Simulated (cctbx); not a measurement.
# MgAs2S6 with cctbx, script by script

Library: cctbx 2025.11. The data are simulated by the first script.

## 1. Simulate the data

run.py:

```python
from cctbx import adptbx, crystal, miller, sgtbx, xray
from cctbx.array_family import flex
from iotbx.shelx import hklf
from scitbx import matrix
import scitbx.random

cs = crystal.symmetry(unit_cell=(5.785, 5.785, 11.443, 90, 90, 90), space_group_symbol='Hall: -P 4n 2n')  # P4_2/mnm
atoms = [  # label, site, U (iso, or U11 U22 U33 U12 U13 U23 in A^2), occupancy
    ("As1", (0, 0, 0.6614), (0.0234, 0.0234, 0.0269, -0.0007, 0.0000, 0.0000), 1),
    ("S1", (0.1948, 0.8052, 0.8333), (0.0346, 0.0346, 0.0313, 0.0027, -0.0022, 0.0022), 1),
    ("S2", (0.6962, 0.6962, 0), (0.0312, 0.0312, 0.0289, -0.0020, 0.0000, 0.0000), 1),
    ("Mg1", (0.5, 0.5, 0.5), (0.0396, 0.0396, 0.0374, -0.0002, 0.0000, 0.0000), 1),
]
xs = xray.structure(crystal_symmetry=cs)
for label, site, u, occ in atoms:
    u = adptbx.u_cif_as_u_star(cs.unit_cell(), u) if isinstance(u, tuple) else u
    xs.add_scatterer(xray.scatterer(label, site=site, u=u, occupancy=occ))
xs.set_inelastic_form_factors(0.71073, "sasaki")
xs.show_summary()
p1 = xs.expand_to_p1()
ms = miller.build_set(p1, anomalous_flag=True, d_min=0.65)
flex.set_random_seed(980775)
scitbx.random.set_random_seed(980775)
ms = ms.select(flex.random_double(ms.size()) < 0.8)
i = ms.structure_factors_from_scatterers(p1, algorithm="direct").f_calc().as_intensity_array().data()
i = i * 40000 / flex.max(i)
sig = flex.sqrt(i + flex.pow2(0.06 * i) + 8 ** 2)
noise = scitbx.random.variate(scitbx.random.normal_distribution())(i.size())
data = ms.array(data=i + sig * noise, sigmas=sig).set_observation_type_xray_intensity()
with open("data.hkl", "w") as f:
    data.export_as_shelx_hklf(f)
print("reflections written:", data.size(), " <I/sigma> = %.1f" % flex.mean(data.data() / data.sigmas()))
for h, a, b in list(data.sort("data"))[:12]:
    print("%4d%4d%4d %9.1f %7.1f" % (h + (a, b)))
```

```console
$ python run.py
```

```text
Number of scatterers: 4
At special positions: 4
Unit cell: (5.785, 5.785, 11.443, 90, 90, 90)
Space group: P 42/m n m (No. 136)
reflections written: 4702  <I/sigma> = 6.0
   0   0   6   44682.6  2408.3
   0   0  -6   40236.0  2408.3
  -3   0  -3   30330.2  1783.7
   0  -3   3   30239.9  1783.7
   0   3   3   30145.3  1783.7
  -2   2   0   29770.5  1710.9
   0   3  -3   29317.9  1783.7
  -3   0   3   28996.5  1783.7
   3   0  -3   28963.1  1783.7
   2   2   0   28102.9  1710.9
   2  -2   0   27971.7  1710.9
   1  -1   0   27472.0  1474.3
```

It took 0.24 s on 1 thread of Arm Neoverse V2, with other jobs on the host, peak memory 0.07 GiB.

## 2. Symmetry

run.py:

```python
from cctbx import crystal, sgtbx, statistics
from cctbx.array_family import flex
from iotbx.shelx import hklf

p1 = crystal.symmetry(unit_cell=(5.785, 5.785, 11.443, 90, 90, 90), space_group_symbol="P 1")
raw = hklf.reader(file_name="data.hkl").as_miller_arrays(crystal_symmetry=p1, anomalous=True)[0]
print(raw.size(), "reflections to d = %.3f A" % raw.d_min())
isig = raw.data() / raw.sigmas()
print("centring   violations  <I/sigma> of those")
best = "P"
for c in "ABCIRF":
    a = raw.customized_copy(space_group_info=sgtbx.space_group_info("Hall: %s 1" % c)).sys_absent_flags().data()
    m = flex.mean(isig.select(a))
    print("%5s %10d of %5d %8.1f" % (c, (isig.select(a) > 4).count(True), a.count(True), m))
    if (isig.select(a) > 4).count(True) < 0.01 * a.count(True):
        best = c
raw = raw.select(~raw.customized_copy(space_group_info=sgtbx.space_group_info("Hall: %s 1" % best)).sys_absent_flags().data())
isig = raw.data() / raw.sigmas()
rows = []
for s in sgtbx.space_group_symbol_iterator():
    g = sgtbx.space_group(s)
    if g.conventional_centring_type_symbol() != best or not g.is_compatible_unit_cell(p1.unit_cell(), 1e-3, 0.02):
        continue
    rows.append((s, g))
print("Laue class    unique    Rint  (classes that these axes allow; Friedel mates merged)")
rint = {}
for s, g in rows:
    laue = g.build_derived_patterson_group()
    key = laue.type().hall_symbol()
    if key not in rint:
        m = raw.customized_copy(space_group_info=laue.info(), anomalous_flag=False).merge_equivalents()
        rint[key] = m.r_int()
        print("%-14s %6d %7.3f" % (laue.type().lookup_symbol(), m.array().size(), m.r_int()))
floor = min(rint.values())
good = [(s, g) for s, g in rows if rint[g.build_derived_patterson_group().type().hall_symbol()] < 2 * floor + 0.03]
top = max(g.build_derived_patterson_group().order_z() for s, g in good)
print("space group    extra absences  I>4sigma  <I/sigma>")
for s, g in good:
    laue = g.build_derived_patterson_group()
    if laue.order_z() != top:
        continue
    a = raw.customized_copy(space_group_info=g.info()).sys_absent_flags().data()
    a &= ~raw.customized_copy(space_group_info=laue.info()).sys_absent_flags().data()
    bad = (isig.select(a) > 4).count(True)
    if bad <= 0.03 * a.count(True):
        print("%-16s %8d %10d %9s  %s" % (s.universal_hermann_mauguin(), a.count(True), bad, "%.1f" % flex.mean(isig.select(a)) if a.count(True) else "-", "centric" if g.is_centric() else "acentric"))
laue = max(good, key=lambda t: t[1].build_derived_patterson_group().order_z())[1].build_derived_patterson_group()
f = raw.customized_copy(space_group_info=laue.info(), anomalous_flag=False).merge_equivalents().array().eliminate_sys_absent().f_sq_as_f()
f.set_observation_type_xray_amplitude()
bins = max(3, min(8, f.size() // 12))
f.setup_binner(n_bins=bins)
w = statistics.wilson_plot(f, {e: n / laue.order_z() for e, n in {'As': 4.0, 'S': 12.0, 'Mg': 2.0}.items()}, e_statistics=True)
print("Wilson B = %.2f A^2   <|E^2-1|> = %.3f (0.968 centric, 0.736 acentric)   E^2>4: %.1f %%" % (w.wilson_b, w.mean_e_sq_minus_1, w.percent_e_sq_gt_2))
print("shell (A)         n   <I/sigma>")
m = raw.customized_copy(space_group_info=laue.info(), anomalous_flag=False).merge_equivalents().array().eliminate_sys_absent()
for b in m.setup_binner(n_bins=bins).range_used():
    sel = m.binner().selection(b)
    print("%5.2f - %4.2f %6d %8.1f" % (min(m.binner().bin_d_range(b)[0] if m.binner().bin_d_range(b)[0] > 0 else 99, 99), m.binner().bin_d_range(b)[1], sel.count(True), flex.mean((m.data() / m.sigmas()).select(sel))))
```

```console
$ python run.py
```

```text
4702 reflections to d = 0.650 A
centring   violations  <I/sigma> of those
    A       1193 of  2365      6.0
    B       1194 of  2354      6.0
    C       1163 of  2349      5.8
    I        480 of  2359      2.4
    R       1567 of  3125      5.9
    F       1775 of  3534      5.9
Laue class    unique    Rint  (classes that these axes allow; Friedel mates merged)
P -1             2820   0.038
P 1 2/m 1        1572   0.045
P 1 1 2/m        1522   0.044
P 2/m 1 1        1578   0.045
P m m m           888   0.048
P 4/m             774   0.048
P 4/m m m         495   0.050
space group    extra absences  I>4sigma  <I/sigma>
P 4 2 2                 0          0         -  acentric
P 4 21 2               14          0      -0.2  acentric
P 42 2 2               16          0      -0.1  acentric
P 42 21 2              30          0      -0.2  acentric
P 4 m m                 0          0         -  acentric
P 42 n m              386          0      -0.1  acentric
P -4 2 m                0          0         -  acentric
P -4 21 m              14          0      -0.2  acentric
P -4 m 2                0          0         -  acentric
P -4 n 2              386          0      -0.1  acentric
P 4/m m m               0          0         -  centric
P 42/m n m            386          0      -0.1  centric
Wilson B = 2.14 A^2   <|E^2-1|> = 0.933 (0.968 centric, 0.736 acentric)   E^2>4: 3.9 %
shell (A)         n   <I/sigma>
11.44 - 1.30     80     21.2
 1.30 - 1.03     66     22.3
 1.03 - 0.90     61     16.8
 0.90 - 0.82     54     20.1
 0.82 - 0.76     64     15.6
 0.76 - 0.72     54     14.3
 0.72 - 0.68     58     12.6
 0.68 - 0.65     58     10.8
```

Time: 0.35 s.

## 3. Charge flipping

run.py:

```python
import itertools
from cctbx import crystal, maptbx
from cctbx.array_family import flex
from iotbx.shelx import hklf
from smtbx.ab_initio import charge_flipping as cf

cs = crystal.symmetry(unit_cell=(5.785, 5.785, 11.443, 90, 90, 90), space_group_symbol='Hall: -P 4n 2n')  # P4_2/mnm
raw = hklf.reader(file_name="data.hkl").as_miller_arrays(crystal_symmetry=cs, anomalous=True)[0]
merged = raw.eliminate_sys_absent().merge_equivalents()
fo2 = merged.array().set_observation_type_xray_intensity()
f = fo2.average_bijvoet_mates().f_sq_as_f().resolution_filter(d_min=0.65)
p1 = f.expand_to_p1()
work = p1
flex.set_random_seed(6717)
it = cf.weak_reflection_improved_iterator(delta=None, weak_reflection_fraction=0.1)
it.start(work, phases=flex.random_double(p1.size()) * 6.2832, f_000=0)
it.delta = 1.1 * it.rho_map.sigma()
print("cycle      R  skewness")
for n, st in enumerate(itertools.islice(it, 100)):
    if n % 8 == 0:
        print("%5d %6.3f %8.2f" % (n, st.r1_factor(), st.rho_map.skewness()))
rho = p1.phase_transfer(it.f_calc).fft_map().apply_volume_scaling()
polish = cf.low_density_elimination_iterator(constant_rho_c=rho.sigma())
polish.start(f_obs=p1, phases=it.f_calc, f_000=0)
for _ in range(8):
    next(polish)
print("origin shift          correlation  skewness")
maps = []
for fc, shift, cc in itertools.islice(cf.f_calc_symmetrisations(f, polish.f_calc, 0), 4):
    m = f.phase_transfer(fc).fft_map(symmetry_flags=maptbx.use_space_group_symmetry, resolution_factor=0.25).apply_sigma_scaling()
    maps.append((m.skewness(), cc, m))
    print("%6.3f %6.3f %6.3f %10.3f %9.2f" % (tuple(shift) + (cc, m.skewness())))
skew, cc, m = max((t for t in maps if t[1] > maps[0][1] - 0.04), key=lambda t: t[0])
print("taken: symmetry correlation %.3f, skewness %.2f" % (cc, skew))
peaks = m.peak_search(parameters=maptbx.peak_search_parameters(min_distance_sym_equiv=0.9, max_clusters=9)).all()
sps = cs.special_position_settings(min_distance_sym_equiv=0.5)
print("peak      x       y       z  mult  height/sigma")
for k, (x, h) in enumerate(zip(peaks.sites(), peaks.heights())):
    ss = sps.site_symmetry(x)
    print("Q%-3d %7.4f %7.4f %7.4f %4d %8.1f" % ((k + 1,) + tuple(t % 1 for t in ss.exact_site()) + (ss.multiplicity(), h)))
```

```console
$ python run.py
```

```text
cycle      R  skewness
    0  0.711     0.44
    8  0.441     5.56
   16  0.234     6.80
   24  0.179     6.85
   32  0.177     6.87
   40  0.165     6.89
   48  0.177     6.94
   56  0.172     7.02
   64  0.166     6.98
   72  0.176     7.06
   80  0.169     7.08
   88  0.173     7.20
   96  0.170     7.24
origin shift          correlation  skewness
 0.368  0.857  0.111      0.877      0.68
 0.367  0.857  0.277      0.876      0.57
 0.367  0.857  0.444      0.875      0.71
 0.213  0.684  0.112      0.855      1.65
taken: symmetry correlation 0.855, skewness 1.65
peak      x       y       z  mult  height/sigma
Q1    0.0000  0.0000  0.5000    2     10.1
Q2    0.0000  0.0000  0.1898    4      7.4
Q3    0.1727  0.8273  0.3353    8      5.5
Q4    0.1712  0.8288  0.0000    4      4.4
Q5    0.0823  0.9177  0.0795    8      4.1
Q6    0.0819  0.0819  0.0819    8      3.5
Q7    0.1968  0.8032  0.5000    4      3.3
Q8    0.2133  0.2133  0.5000    4      2.7
Q9    0.0932  0.9068  0.4051    8      2.5
```

Time: 0.52 s.

## 4. Refinement (model from the peaks)

run.py:

```python
import math
from cctbx import adptbx, crystal, maptbx, sgtbx, xray
from cctbx.array_family import flex
from cctbx.xray import observations
from iotbx.shelx import hklf
from scitbx.lstbx import normal_eqns_solving
from smtbx import absolute_structure, utils
from smtbx.refinement import constraints, least_squares

cs = crystal.symmetry(unit_cell=(5.785, 5.785, 11.443, 90, 90, 90), space_group_symbol='Hall: -P 4n 2n')  # P4_2/mnm
atoms = [  # label, site, U (iso, or U11 U22 U33 U12 U13 U23 in A^2), occupancy
    ("S1", (0, 0, 0.5), 0.0200, 1),
    ("As1", (0, 0, 0.1898), 0.0200, 1),
    ("S2", (0.1727, 0.8273, 0.3353), 0.0200, 1),
]
xs = xray.structure(crystal_symmetry=cs)
for label, site, u, occ in atoms:
    u = adptbx.u_cif_as_u_star(cs.unit_cell(), u) if isinstance(u, tuple) else u
    xs.add_scatterer(xray.scatterer(label, site=site, u=u, occupancy=occ))
xs.set_inelastic_form_factors(0.71073, "sasaki")
raw = hklf.reader(file_name="data.hkl").as_miller_arrays(crystal_symmetry=cs, anomalous=True)[0]
merged = raw.eliminate_sys_absent().merge_equivalents()
fo2 = merged.array().set_observation_type_xray_intensity()
print("Rint %.3f, %d unique reflections to %.2f A" % (merged.r_int(), fo2.size(), fo2.d_min()))
for sc in xs.scatterers():
    sc.flags.set_grad_site(True)
    sc.flags.set_grad_u_aniso(sc.flags.use_u_aniso())
    sc.flags.set_grad_u_iso(sc.flags.use_u_iso())
obs = fo2.as_xray_observations()
extra = {}
rep = constraints.reparametrisation(xs, [], utils.connectivity_table(xs), **extra)
ls = least_squares.crystallographic_ls(obs, rep, weighting_scheme=least_squares.mainstream_shelx_weighting(a=0, b=0))
print("cycle     R1     wR2    GooF  max shift (A)")
for cycle in range(6):
    ls.build_up()
    r1, wr2, goof = ls.r1_factor(cutoff_factor=2)[0], ls.wR2(), ls.goof()
    old = xs.sites_cart()
    normal_eqns_solving.levenberg_marquardt_iterations(ls, n_max_iterations=3, tau=0.0001, step_threshold=1e-7)
    big = flex.max((xs.sites_cart() - old).norms())
    print("%4d %7.4f %7.4f %7.3f %9.5f" % (cycle + 1, r1, wr2, goof, big))
    ls.build_up(objective_only=True)
    if abs(ls.wR2() - wr2) < 5e-5 and big < 5e-4:
        break
ls.build_up()
print("final R1 %.4f wR2 %.4f GooF %.3f  parameters %d  data/parameter %.1f" % (ls.r1_factor(cutoff_factor=2)[0], ls.wR2(), ls.goof(), ls.n_parameters, fo2.size() / ls.n_parameters))
cov = ls.covariance_matrix_and_annotations()
su = dict(zip(cov.annotations, (math.sqrt(max(v, 0)) for v in cov.matrix.matrix_packed_u_diagonal())))
a2 = cs.unit_cell().reciprocal_parameters()[0] ** -2
print("atom        x        y        z      Ueq    occ   su(xyz)  su(Uiso or U11)")
for sc in xs.scatterers():
    s = max(su.get(sc.label + k, 0) for k in (".x", ".y", ".z"))
    npd = "" if sc.is_positive_definite_u(cs.unit_cell()) else "  NPD"
    print("%-5s %8.5f %8.5f %8.5f %8.4f %6.3f %8.5f %7.4f%s" % ((sc.label,) + sc.site + (sc.u_iso_or_equiv(cs.unit_cell()), sc.occupancy, s, su.get(sc.label + ".uiso", su.get(sc.label + ".u11", 0) * a2), npd)))
fo = fo2.f_sq_as_f()
fc = fo.structure_factors_from_scatterers(xs, algorithm="direct").f_calc()
diff = fo.f_obs_minus_f_calc(1 / math.sqrt(ls.scale_factor()), fc).average_bijvoet_mates()
m = diff.fft_map(symmetry_flags=maptbx.use_space_group_symmetry, resolution_factor=0.25).apply_volume_scaling()
print("difference map: max %.2f min %.2f rms %.2f" % (m.statistics().max(), m.statistics().min(), m.statistics().sigma()))
peaks = m.peak_search(parameters=maptbx.peak_search_parameters(min_distance_sym_equiv=0.6, max_clusters=6)).all()
near = xs.closest_distances(peaks.sites(), distance_cutoff=4)
sps = cs.special_position_settings(min_distance_sym_equiv=0.5)
for k, (x, h) in enumerate(zip(peaks.sites(), peaks.heights())):
    ss = sps.site_symmetry(x)
    print("Q%-3d %7.4f %7.4f %7.4f %4d %7.2f  %.2f A from %s" % ((k + 1,) + tuple(t % 1 for t in ss.exact_site()) + (ss.multiplicity(), h, near.smallest_distances[k], xs.scatterers()[near.i_seqs[k]].label)))
```

```console
$ python run.py
```

```text
Rint 0.050, 426 unique reflections to 0.65 A
cycle     R1     wR2    GooF  max shift (A)
   1  0.7324  0.9298  25.194   0.13817
   2  0.6731  0.8722  23.633   0.05542
   3  0.6669  0.8672  23.499   0.02161
   4  0.6669  0.8666  23.481   0.00657
   5  0.6671  0.8665  23.478   0.00665
   6  0.6672  0.8654  23.449   0.00136
final R1 0.6669 wR2 0.8650 GooF 23.439  parameters 6  data/parameter 71.0
atom        x        y        z      Ueq    occ   su(xyz)  su(Uiso or U11)
S1     0.00000  0.00000  0.50000   0.0001  1.000  0.00000  0.0056
As1    0.00000  0.00000  0.19720   0.0082  1.000  0.00138  0.0036
S2     0.19994  0.80006  0.33925   0.0244  1.000  0.00711  0.0079
difference map: max 219.75 min -92.07 rms 13.09
Q1    0.0000  0.0000  0.5000    2  219.75  0.00 A from S1
Q2    0.0000  0.0000  0.1800    4  179.70  0.20 A from As1
Q3    0.1955  0.8045  0.0000    4  139.73  2.49 A from S1
Q4    0.1944  0.8056  0.3310    8  119.72  0.10 A from S2
Q5    0.0000  0.0000  0.2855    4   43.86  1.01 A from As1
Q6    0.0000  0.0000  0.0422    4   39.10  1.77 A from As1
```

Time: 0.57 s.

Figures of merit this high mean that the model is still wrong or incomplete.

## 5. Charge flipping

run.py, as its changes from the last script of this kind:

```diff
@@ -13,2 +13,3 @@
-work = p1
-flex.set_random_seed(6717)
+p1.setup_binner_counting_sorted(reflections_per_bin=max(40, p1.size() // 12))
+work = p1.array(data=p1.data() / p1.amplitude_quasi_normalisations().data())
+flex.set_random_seed(6718)
@@ -19,2 +20,2 @@
-for n, st in enumerate(itertools.islice(it, 100)):
-    if n % 8 == 0:
+for n, st in enumerate(itertools.islice(it, 200)):
+    if n % 16 == 0:
```

```console
$ python run.py
```

```text
AssertionError
```

Time: 0.24 s.

## 6. Charge flipping

run.py, as its changes from the last script of this kind:

```diff
@@ -13,3 +13,2 @@
-p1.setup_binner_counting_sorted(reflections_per_bin=max(40, p1.size() // 12))
-work = p1.array(data=p1.data() / p1.amplitude_quasi_normalisations().data())
-flex.set_random_seed(6718)
+work = p1
+flex.set_random_seed(6719)
@@ -20,2 +19,2 @@
-for n, st in enumerate(itertools.islice(it, 200)):
-    if n % 16 == 0:
+for n, st in enumerate(itertools.islice(it, 300)):
+    if n % 25 == 0:
```

```console
$ python run.py
```

```text
cycle      R  skewness
    0  0.721     0.69
   25  0.509     3.07
   50  0.213     6.03
   75  0.204     5.67
  100  0.222     5.50
  125  0.199     5.40
  150  0.214     5.36
  175  0.204     5.30
  200  0.223     5.26
  225  0.202     5.28
  250  0.205     5.20
  275  0.195     5.21
origin shift          correlation  skewness
 0.369  0.157  0.204      0.873      0.99
 0.370  0.157  0.371      0.871      0.93
 0.370  0.156  0.038      0.868      0.91
 0.048  0.463  0.202      0.895      0.95
taken: symmetry correlation 0.873, skewness 0.99
peak      x       y       z  mult  height/sigma
Q1    0.1300  0.3198  0.5000    8      5.0
Q2    0.1298  0.2943  0.1708   16      4.9
Q3    0.0577  0.0577  0.3232    8      4.2
Q4    0.0000  0.5000  0.5000    4      4.2
Q5    0.0635  0.0635  0.0000    4      3.0
Q6    0.9966  0.4073  0.3752   16      2.7
Q7    0.1411  0.7208  0.1756   16      2.5
Q8    0.1462  0.6722  0.5000    8      2.4
Q9    0.1005  0.8995  0.0925    8      2.3
```

It took 0.62 s on 1 thread of Arm Neoverse V2 (shared host), peak memory 0.08 GiB.

[Logs are printed without paths, hosts, clocks, repeated set-up lines and the standing remarks that a program may print on its own settings, such as how far it seeks lower states.]
